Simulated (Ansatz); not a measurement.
# Decaying states in the gap of Cs2CaBr2Cl2

Aim: relax a made-up compound, Cs2CaBr2Cl2, and see how good a tunnel barrier it would be. It is built by putting Br for I, Ca for Pb in the Cs2PbI2Cl2 structure of space group I4/mmm, with the volume rescaled by atomic radii. The parent structure comes from the Materials Project.

Method: PBE DFT, plane waves, PAW files, in the first sound run; inputs show where later runs differ, in Ansatz 0.2.0.

The structure was built from a prototype and need not be the compound's stable phase.

## (1) The starting structure

The structure is tetragonal, space group I4/mmm (No. 139). Conventional cell: a = 5.756 Å, b = 5.756 Å, c = 19.444 Å, α = 90.00°, β = 90.00°, γ = 90.00°. Cs has 4 Cl at 3.85 Å and 5 Br at 3.93 to 4.13 Å nearest. Nearest to Ca lie 4 Cl at 2.88 Å and 2 Br at 3.23 Å. Nearest to Br lie 1 Ca at 3.23 Å and 5 Cs at 3.93 to 4.13 Å. Cl has 2 Ca at 2.88 Å and 4 Cs at 3.85 Å nearest. It derives from Cs2PbI2Cl2. Br for I, Ca for Pb in the Cs2PbI2Cl2 structure of space group I4/mmm. Farther neighbours and most contacts between anions are not listed.

Coordinates:

```cif
data_structure
_symmetry_space_group_name_H-M 'P 1'
_symmetry_Int_Tables_number 1
_cell_length_a 10.5397
_cell_length_b 10.5397
_cell_length_c 10.5397
_cell_angle_alpha 148.309
_cell_angle_beta 148.309
_cell_angle_gamma 45.429
_cell_volume 322.07
loop_
_atom_site_label
_atom_site_type_symbol
_atom_site_fract_x
_atom_site_fract_y
_atom_site_fract_z
_atom_site_occupancy
Cs1 Cs 0.36865 0.36865 0.00000 1
Cs2 Cs 0.63135 0.63135 0.00000 1
Ca3 Ca 0.00000 0.00000 0.00000 1
Br4 Br 0.16633 0.16633 0.00000 1
Br5 Br 0.83367 0.83367 0.00000 1
Cl6 Cl 0.50000 0.00000 0.50000 1
Cl7 Cl 0.00000 0.50000 0.50000 1
```

## (2) Cell and atoms at rest

The substituted atoms don't fit the parent's cell, so cell and atoms relax together. A small smearing keeps the run stable in case the gap closes on the way.

Input file input.yaml:

```yaml
crystal:
  lattice:
    - [-2.8777988169, 2.8777988169, 9.7222060258]
    - [2.8777988169, -2.8777988169, 9.7222060258]
    - [2.8777988169, 2.8777988169, -9.7222060258]
  atoms:
    - { symbol: Cs, position: [0.368645, 0.368645, 0.0] }
    - { symbol: Cs, position: [0.631355, 0.631355, 0.0] }
    - { symbol: Ca, position: [0.0, 0.0, 0.0] }
    - { symbol: Br, position: [0.166328, 0.166328, 0.0] }
    - { symbol: Br, position: [0.833672, 0.833672, 0.0] }
    - { symbol: Cl, position: [0.5, 0.0, 0.5] }
    - { symbol: Cl, position: [0.0, 0.5, 0.5] }
kpoints:
  mp_grid: { grid: [6, 6, 6] }
scf:
  occupations: { method: gaussian, width: 0.03 }
hamiltonian:
  xc: pbe
output:
  forces: true
  stress: true
relax:
  f_tol: 0.02
  max_steps: 60
  cell: {}
```

Launch:

```sh
ansatz run input.yaml --threads 2 --pin off --max-ram 4096MiB --backend cpu --events-out ev --progress --plain --runs-dir out
```

Numbers of over 12 decimals in the logs are rounded to 6 here.

The log of the run:

```text
basis.fft_grid_basis auto: the FFT boxes are laid along the combinations [[1, 0, 1], [0, 1, 1], [0, 0, 1]] of the cell's own vectors, 5.756, 5.756 and 10.540 Å long. The dense box has 40×40×72 points. Along the cell's own vectors, as sized, it would have 72×72×72, 3.24 times as many. Of the 16 symmetry operations that the crystal satisfies within crystal.symmetry.tolerance (time reversal apart; of a slab, those that  [...]
Engine: ansatz 0.2.0, aarch64-unknown-linux-gnu
Pseudopotentials: kind: paw
Pseudopotential: Cs, paw, valence charge 9, recommended cutoff 420 eV (normal), Cs.paw.azcp
Pseudopotential: Ca, paw, valence charge 10, recommended cutoff 420 eV (normal), Ca.paw.azcp
Pseudopotential: Br, paw, valence charge 7, recommended cutoff 420 eV (normal), Br.paw.azcp
Pseudopotential: Cl, paw, valence charge 7, recommended cutoff 420 eV (normal), Cl.paw.azcp
Functional definition: PBE
  parameter kappa = 0.804
  parameter beta = 0.066725
  exchange = pbe_x(kappa = kappa, mu = beta*pi^2/3)
  correlation = pbe_c(beta = beta)
Crystal: 7 atoms, lattice volume = 322.067 Å³
Basis set: ecut = 420 eV, 6337 PW (Γ), FFT grids on a1+a3, a2+a3, a3, exchange–correlation on 80×80×144 points (8 copies of the dense FFT grid, shifted against one another)
Bands: 35, of which v1, the nominal top of the filled ones, is band 28 counted from 1 (27 counted from 0)
Symmetry: 16 space group operations
Space group: I4/mmm (ITA 139), of the structure as read, at distance tolerance 6.9e-5 Å
k-points: 30 of 216
Non-local potential: Cs, projectors of the file, l = 0: 3, l = 1: 2, l = 2: 2, l = 3: 2
Non-local potential: Ca, projectors of the file, l = 0: 3, l = 1: 2, l = 2: 2
Non-local potential: Br, projectors of the file, l = 0: 2, l = 1: 2, l = 2: 2
Non-local potential: Cl, projectors of the file, l = 0: 2, l = 1: 2, l = 2: 2
PAW form: soft (Blöchl's): semilocal exchange-correlation on the pseudo side does not see the compensation charge
PAW one-centre angular grid: Cs, 194 points (default); XC on 64 Gauss nodes
PAW one-centre angular grid: Ca, 110 points (default); XC on 64 Gauss nodes
PAW one-centre angular grid: Br, 110 points (default); XC on 64 Gauss nodes
PAW one-centre angular grid: Cl, 110 points (default); XC on 64 Gauss nodes
Initial density: superposition of atomic densities (neutral atoms: chi_scale 0, normalization atom), corrected by the library's trained network
Initial wavefunctions: pseudopotential atomic-orbital guess
Functional: x = pbe(κ = 0.804, μ = 0.219515), c = pbe(β = 0.066725)
SCF iter   1: F=—  HF=-20897.949530 eV  |F-HF|=—  |Δ(HF+E_count)|=         —  Δρ=8.97e-4  dr2=1.93e-2  ethr=1.77e-3  ⟨swp⟩=13.8  Hψ=6766  notcnv=0
preconditioner: auto → Resta (q_TF=auto, 2.038 Å⁻¹)  ε∞=2.8  [insulator: Δε(μ)=4.017 eV  Ē_g=10.113 eV  σ=0.030 eV  W_gap=1.00  n_scr=50 (ndim 8)  ℏωp=13.7 eV  f_vac=0.130  D(μ)=0.00/eV (n_scr^D=0)  ε∞_Penn≈2.8]
SCF iter   2: F=—  HF=-20897.949491 eV  |F-HF|=—  |Δ(HF+E_count)|=   3.90e-5  Δρ=4.46e-4  dr2=1.64e-3  ethr=3.44e-5  ⟨swp⟩=3.1  Hψ=2189  notcnv=0  defer=69
SCF iter   3: F=—  HF=-20897.949295 eV  |F-HF|=—  |Δ(HF+E_count)|=   1.96e-4  Δρ=2.21e-4  dr2=4.78e-4  ethr=2.93e-6  ⟨swp⟩=2.5  Hψ=1638  notcnv=0  defer=69
SCF iter   4: F=—  HF=-20897.949307 eV  |F-HF|=—  |Δ(HF+E_count)|=   1.15e-5  Δρ=5.84e-5  dr2=4.15e-5  ethr=8.53e-7  ⟨swp⟩=2.5  Hψ=1718  notcnv=0  defer=69
SCF iter   5: F=—  HF=-20897.949284 eV  |F-HF|=—  |Δ(HF+E_count)|=   2.25e-5  Δρ=1.98e-5  dr2=2.09e-6  ethr=7.42e-8  ⟨swp⟩=2.0  Hψ=1594  notcnv=0  defer=69
SCF iter   6: F=-20897.949286 eV  HF=-20897.949286 eV  |F-HF|=1.50e-7  |Δ(HF+E_count)|=   1.37e-6  Δρ=4.61e-6  dr2=8.43e-8  ethr=1.79e-10  ⟨swp⟩=4.1  Hψ=5156  notcnv=0
SCF 1 converged in 6 iterations: F = -20897.949286 eV  dr2 = 8.43e-8
  greatest PAW one-centre occupation: 0.995 electrons in one spin orbital (limit 2), on the Ca atom at site 2 (counted from 0), in its partial waves of l = 0
relax step   1: F+E_penalty+E_count = -20897.94928591 eV  Δ(F+E_penalty+E_count) = +0.000e0 eV  max|allowed force component| = 6.591e-1 eV/Å  Δτ_max = 0.0000 Å  P = -2.150 GPa  Ω = 322.067 Å³  (6 SCF iters, dr2 threshold 1.00e-7 eV, accepted)
Crystal: 7 atoms, lattice volume = 303.591 Å³
Basis set: ecut = 420 eV, 5945 PW (Γ), FFT grids on a1+a3, a2+a3, a3, exchange–correlation on 80×80×144 points (8 copies of the dense FFT grid, shifted against one another)
Initial density: handed on by an earlier stage of this run
Initial wavefunctions: those handed on with the density
iter 1 solved again at ethr=1.67e-4 eV; its pass at ethr=3.10e-3 eV (dr2=9.37e-2 eV) is discarded
SCF iter   1: F=—  HF=-20898.330466 eV  |F-HF|=—  |Δ(HF+E_count)|=         —  Δρ=3.75e-3  dr2=9.72e-2  ethr=1.67e-4  ⟨swp⟩=2.3  Hψ=6284  notcnv=0
preconditioner: auto → Resta (q_TF=auto, 2.058 Å⁻¹)  ε∞=2.9  [insulator: Δε(μ)=4.227 eV  Ē_g=10.246 eV  σ=0.030 eV  W_gap=1.00  n_scr=50 (ndim 8)  ℏωp=14.1 eV  f_vac=0.108  D(μ)=0.00/eV (n_scr^D=0)  ε∞_Penn≈2.9]
SCF iter   2: F=—  HF=-20898.301720 eV  |F-HF|=—  |Δ(HF+E_count)|=   2.87e-2  Δρ=1.61e-3  dr2=1.70e-2  ethr=1.67e-4  ⟨swp⟩=3.4  Hψ=2044  notcnv=0  defer=2
SCF iter   3: F=—  HF=-20898.296482 eV  |F-HF|=—  |Δ(HF+E_count)|=   5.24e-3  Δρ=3.98e-4  dr2=8.88e-4  ethr=3.03e-5  ⟨swp⟩=3.1  Hψ=1950  notcnv=0  defer=5
SCF iter   4: F=—  HF=-20898.296548 eV  |F-HF|=—  |Δ(HF+E_count)|=   6.65e-5  Δρ=9.01e-5  dr2=4.21e-5  ethr=1.59e-6  ⟨swp⟩=2.3  Hψ=1975  notcnv=0  defer=7
SCF iter   5: F=—  HF=-20898.296572 eV  |F-HF|=—  |Δ(HF+E_count)|=   2.39e-5  Δρ=2.98e-5  dr2=4.07e-6  ethr=7.52e-8  ⟨swp⟩=2.0  Hψ=1668  notcnv=0  defer=9
SCF iter   6: F=-20898.296582 eV  HF=-20898.296582 eV  |F-HF|=4.99e-7  |Δ(HF+E_count)|=   9.61e-6  Δρ=5.87e-6  dr2=1.96e-7  ethr=1.25e-9  ⟨swp⟩=5.0  Hψ=4189  notcnv=0
SCF 2 converged in 6 iterations: F = -20898.296582 eV  dr2 = 1.96e-7
relax step   2: F+E_penalty+E_count = -20898.29658223 eV  Δ(F+E_penalty+E_count) = -3.473e-1 eV  max|allowed force component| = 3.869e-1 eV/Å  Δτ_max = 0.1124 Å  P = -1.525 GPa  Ω = 303.591 Å³  energy of the carried Pulay correction = +3.547e-4 eV  (6 SCF iters, dr2 threshold 7.00e-7 eV, accepted)
Crystal: 7 atoms, lattice volume = 269.230 Å³
Basis set: ecut = 420 eV, 5239 PW (Γ), FFT grids on a1+a3, a2+a3, a3, exchange–correlation on 80×80×144 points (8 copies of the dense FFT grid, shifted against one another)
iter 1 solved again at ethr=3.75e-4 eV; its pass at ethr=3.10e-3 eV (dr2=2.10e-1 eV) is discarded
SCF iter   1: F=—  HF=-20898.532944 eV  |F-HF|=—  |Δ(HF+E_count)|=         —  Δρ=5.66e-3  dr2=2.15e-1  ethr=3.75e-4  ⟨swp⟩=1.6  Hψ=6457  notcnv=0
preconditioner: auto → Resta (q_TF=auto, 2.100 Å⁻¹)  ε∞=3.0  [insulator: Δε(μ)=4.511 eV  Ē_g=10.597 eV  σ=0.030 eV  W_gap=1.00  n_scr=42 (ndim 8)  ℏωp=15.0 eV  f_vac=0.081  D(μ)=0.00/eV (n_scr^D=0)  ε∞_Penn≈3.0]
SCF iter   2: F=—  HF=-20898.466240 eV  |F-HF|=—  |Δ(HF+E_count)|=   6.67e-2  Δρ=2.45e-3  dr2=3.94e-2  ethr=3.75e-4  ⟨swp⟩=3.4  Hψ=2132  notcnv=0  defer=6
SCF iter   3: F=—  HF=-20898.453396 eV  |F-HF|=—  |Δ(HF+E_count)|=   1.28e-2  Δρ=6.56e-4  dr2=2.09e-3  ethr=7.03e-5  ⟨swp⟩=3.9  Hψ=2193  notcnv=0  defer=23
SCF iter   4: F=—  HF=-20898.453608 eV  |F-HF|=—  |Δ(HF+E_count)|=   2.12e-4  Δρ=1.49e-4  dr2=8.46e-5  ethr=3.73e-6  ⟨swp⟩=2.0  Hψ=1985  notcnv=0  defer=54
SCF iter   5: F=—  HF=-20898.453702 eV  |F-HF|=—  |Δ(HF+E_count)|=   9.42e-5  Δρ=4.43e-5  dr2=7.78e-6  ethr=1.51e-7  ⟨swp⟩=2.0  Hψ=1639  notcnv=0  defer=54
SCF iter   6: F=-20898.453721 eV  HF=-20898.453720 eV  |F-HF|=9.22e-7  |Δ(HF+E_count)|=   1.85e-5  Δρ=8.74e-6  dr2=3.47e-7  ethr=1.25e-9  ⟨swp⟩=4.0  Hψ=4596  notcnv=0
SCF 3 converged in 6 iterations: F = -20898.453721 eV  dr2 = 3.47e-7
relax step   3: F+E_penalty+E_count = -20898.45372141 eV  Δ(F+E_penalty+E_count) = -1.571e-1 eV  max|allowed force component| = 2.135e-1 eV/Å  Δτ_max = 0.1345 Å  P = +0.510 GPa  Ω = 269.230 Å³  energy of the carried Pulay correction = +1.074e-3 eV  (6 SCF iters, dr2 threshold 7.00e-7 eV, accepted)
[...]
relax step   4: F+E_penalty+E_count = -20898.48116932 eV  Δ(F+E_penalty+E_count) = -2.745e-2 eV  max|allowed force component| = 2.997e-2 eV/Å  Δτ_max = 0.0628 Å  P = -0.162 GPa  Ω = 276.379 Å³  energy of the carried Pulay correction = +9.172e-4 eV  (5 SCF iters, dr2 threshold 7.00e-7 eV, accepted)
[...]
relax step   5: F+E_penalty+E_count = -20898.48419729 eV  Δ(F+E_penalty+E_count) = -3.028e-3 eV  max|allowed force component| = 2.090e-2 eV/Å  Δτ_max = 0.0089 Å  P = -0.065 GPa  Ω = 274.629 Å³  energy of the carried Pulay correction = +9.551e-4 eV  (5 SCF iters, dr2 threshold 3.10e-7 eV, accepted)
[...]
relax step   6: F+E_penalty+E_count = -20898.48547554 eV  Δ(F+E_penalty+E_count) = -1.278e-3 eV  max|allowed force component| = 8.951e-3 eV/Å  Δτ_max = 0.0114 Å  P = +0.004 GPa  Ω = 273.407 Å³  energy of the carried Pulay correction = +9.818e-4 eV  (5 SCF iters, dr2 threshold 8.08e-8 eV, accepted)
Initial wavefunctions: pseudopotential atomic-orbital guess (no wavefunctions were taken with the density)
iter 1 solved again at ethr=2.36e-6 eV; its pass at ethr=3.10e-3 eV (dr2=1.32e-3 eV) is discarded
SCF iter   1: F=—  HF=-20898.484212 eV  |F-HF|=—  |Δ(HF+E_count)|=         —  Δρ=6.40e-5  dr2=1.43e-6  ethr=2.36e-6  ⟨swp⟩=3.2  Hψ=9464  notcnv=0
eigensolver tolerance schedule: the retry pair's looser diagonalisation over-reported the residual by 925.45 of it (diagonalisation noise at 2.39 of the residual, at the tolerance the schedule requests for it); recorded, not acted on — ethr = c·dr2/N_el stays at c = 1.0e-1
preconditioner: auto → Resta (q_TF=auto, 2.095 Å⁻¹)  ε∞=2.9  [insulator: Δε(μ)=4.654 eV  Ē_g=10.736 eV  σ=0.030 eV  W_gap=1.00  n_scr=42 (ndim 8)  ℏωp=14.9 eV  f_vac=0.094  D(μ)=0.00/eV (n_scr^D=0)  ε∞_Penn≈2.9]
SCF iter   2: F=—  HF=-20898.484343 eV  |F-HF|=—  |Δ(HF+E_count)|=   1.32e-4  Δρ=3.28e-5  dr2=3.67e-7  ethr=2.55e-9  ⟨swp⟩=2.7  Hψ=1941  notcnv=0
SCF iter   3: F=—  HF=-20898.484345 eV  |F-HF|=—  |Δ(HF+E_count)|=   1.25e-6  Δρ=2.18e-6  dr2=9.45e-9  ethr=6.55e-10  ⟨swp⟩=2.0  Hψ=1890  notcnv=0
SCF iter   4: F=—  HF=-20898.484345 eV  |F-HF|=—  |Δ(HF+E_count)|=  8.08e-10  Δρ=6.13e-7  dr2=7.37e-10  ethr=1.69e-11  ⟨swp⟩=2.0  Hψ=1784  notcnv=0
SCF iter   5: F=-20898.484345 eV  HF=-20898.484345 eV  |F-HF|=8.00e-11  |Δ(HF+E_count)|=  6.69e-10  Δρ=1.03e-7  dr2=6.16e-11  ethr=1.00e-12  ⟨swp⟩=5.0  Hψ=4396  notcnv=0
SCF 7 converged in 5 iterations: F = -20898.484345 eV  dr2 = 6.16e-11
relax step   7: F+E_penalty+E_count = -20898.48434456 eV  Δ(F+E_penalty+E_count) = +1.131e-3 eV  max|allowed force component| = 8.951e-3 eV/Å  Δτ_max = 0.0000 Å  P = +0.004 GPa  Ω = 273.407 Å³  stress off target by 2.26e-2 GPa  SCF on the basis re-selected at this cell (its energy is not comparable with the rows above)  (5 SCF iters)
basis re-selected at this cell: Δ(F+E_penalty+E_count) = +1.131e-3 eV, ΔP = +0.000 GPa vs the last step (what re-selecting the basis moved, of the pressure what is left beyond the Pulay correction that the steps carried, after the strain that the cell walked since its last selection, with what the two solves' SCF thresholds leave and, on support functions, any second-order correction that the steps lacked; it is no m [...]
SCF converged after 5 iterations
Free energy (F): -20898.484345 eV
Harris-Foulkes:  -20898.484345 eV  (|F-HF|=8.00e-11)
Internal energy: -20898.484345 eV  (E = F + TS)
E sigma→0 (E₀):  -20898.484345 eV
Fermi energy:    3.931541 eV
--- Per-component energies (eV) ---
  E_band       = -380.863912
  E_kinetic    = 1153.239561
  E_local      = -2878.261020  (includes V_loc(G=0)·N_el)
  E_nonlocal   = 320.777446
  E_hartree    = 1012.524602
  E_xc         = -1231.997914
  E_vxc        = -878.836773  (∫ρ·V_xc dr)
  E_paw        = -16803.543861  (= ΣΔE_a)
  E_vpaw       = -122.832257  (= ΣTr[D̂ρ^β])
  E_aug_tail   = 0.000170  (compensation charges beyond the density's cutoff)
  E_ewald      = -2471.223328
  E_smearing   = -0.000000  (= −TS)
  E_closure    = 0.000000  (closes the sum)
  Σ components = -20898.484345   (vs F -20898.484345, Δ=0.00e0)
--- Forces (eV/Å), atoms counted from 1 ---
  atom   1  Cs     0.00000000     0.00000000     0.00895136
  atom   2  Cs     0.00000000     0.00000000    -0.00895136
  atom   3  Ca    -0.00000000     0.00000000    -0.00000000
  atom   4  Br     0.00000000    -0.00000000    -0.00136097
  atom   5  Br     0.00000000     0.00000000     0.00136097
  atom   6  Cl     0.00000000     0.00000000     0.00000000
  atom   7  Cl     0.00000000     0.00000000     0.00000000
  max |Σ_I F_I| component: 2.17e-19 eV/Å
--- Stress (GPa, compression-positive) ---
        0.017577       0.000000      -0.000000
        0.000000       0.017577       0.000000
        0.000000       0.000000      -0.022633
  P = ⅓ Tr σ = 0.0042 GPa (0.042 kbar)
--- Relaxed structure (6 steps of the walk, 6 accepted, 1 SCFs on fresh bases) ---
  F+E_penalty+E_count = -20898.48434456 eV   max|allowed force component| = 8.951e-3 eV/Å   (the final SCF, on the basis selected at the relaxed cell)
  cell:  # Å, volume = 273.4072 Å³
    - [-2.727754, 2.727754, 9.186276]
    - [2.727754, -2.727754, 9.186276]
    - [2.727754, 2.727754, -9.186276]
  atoms:
    - { symbol: Cs, position: [0.359173, 0.359173, 0] }
    - { symbol: Cs, position: [0.640827, 0.640827, 0] }
    - { symbol: Ca, position: [2.676434964513207e-19, 2.6764349645134126e-19, 0] }
    - { symbol: Br, position: [0.158897, 0.158897, 0] }
    - { symbol: Br, position: [0.841103, 0.841103, 0] }
    - { symbol: Cl, position: [0.5, 2.676434964513247e-19, 0.5] }
    - { symbol: Cl, position: [2.676434964513201e-19, 0.5, 0.5] }
```

It took 56 s on 2 threads of Arm Neoverse V2, shared host; peak memory 0.71 GiB.

Relaxation path:

| step | energy less that of the first step (eV) | largest force component (eV/Å) | pressure (GPa) | volume (Å³) |
| --- | --- | --- | --- | --- |
| 1 | 0.0000 | 0.6591 | -2.15 | 322.07 |
| 2 | -0.3473 | 0.3869 | -1.52 | 303.59 |
| 3 | -0.5044 | 0.2135 | 0.51 | 269.23 |
| 4 | -0.5319 | 0.0300 | -0.16 | 276.38 |
| 5 | -0.5349 | 0.0209 | -0.06 | 274.63 |
| 6 | -0.5362 | 0.0090 | 0.00 | 273.41 |
| 7* | -0.5351 | 0.0090 | 0.00 | 273.41 |

Relaxation steps marked * repeat the geometry before them on a plane-wave basis chosen anew for their cell, so energy and pressure can jump there.

Forces are held to the 16 operations that the run works with; a distortion that breaks them can't arise in this run.

| conventional cell, symmetrised | before | after | change |
| --- | --- | --- | --- |
| a (Å) | 5.756 | 5.456 | -5.2 % |
| b (Å) | 5.756 | 5.456 | -5.2 % |
| c (Å) | 19.444 | 18.373 | -5.5 % |
| volume (Å³/atom) | 46.01 | 39.06 | -15.1 % |

The atoms that moved most (Å, as changes of fractional coordinates times the final cell):

| atom | dx | dy | dz | length |
| --- | --- | --- | --- | --- |
| Cs2 | 0.000 | 0.000 | 0.174 | 0.174 |
| Cs1 | 0.000 | 0.000 | -0.174 | 0.174 |
| Br5 | 0.000 | 0.000 | 0.137 | 0.137 |
| Br4 | 0.000 | 0.000 | -0.137 | 0.137 |

Final coordinates:

```cif
data_structure
_symmetry_space_group_name_H-M 'P 1'
_symmetry_Int_Tables_number 1
_cell_length_a 9.9634
_cell_length_b 9.9634
_cell_length_c 9.9634
_cell_angle_alpha 148.222
_cell_angle_beta 148.222
_cell_angle_gamma 45.558
_cell_volume 273.41
loop_
_atom_site_label
_atom_site_type_symbol
_atom_site_fract_x
_atom_site_fract_y
_atom_site_fract_z
_atom_site_occupancy
Cs1 Cs 0.35917 0.35917 0.00000 1
Cs2 Cs 0.64083 0.64083 0.00000 1
Ca3 Ca 0.00000 0.00000 0.00000 1
Br4 Br 0.15890 0.15890 0.00000 1
Br5 Br 0.84110 0.84110 0.00000 1
Cl6 Cl 0.50000 0.00000 0.50000 1
Cl7 Cl 0.00000 0.50000 0.50000 1
```

Numbers from this step:

```
free energy  : -20898.4843 eV
Fermi energy : 3.932 eV
pressure     : 0.004173 GPa
```

The largest force component on a free atom ends at 0.0090 eV/Å.

(Continued in part 2 of 3.)

[Logs are printed without paths, hosts, clocks, repeated set-up lines and the standing remarks that a program may print on its own settings, such as how far it seeks lower states.]

[Hosts, paths, dates, database ids (printed as entryN), source tags and the programs' standing remarks are cut or masked in the printed files.]
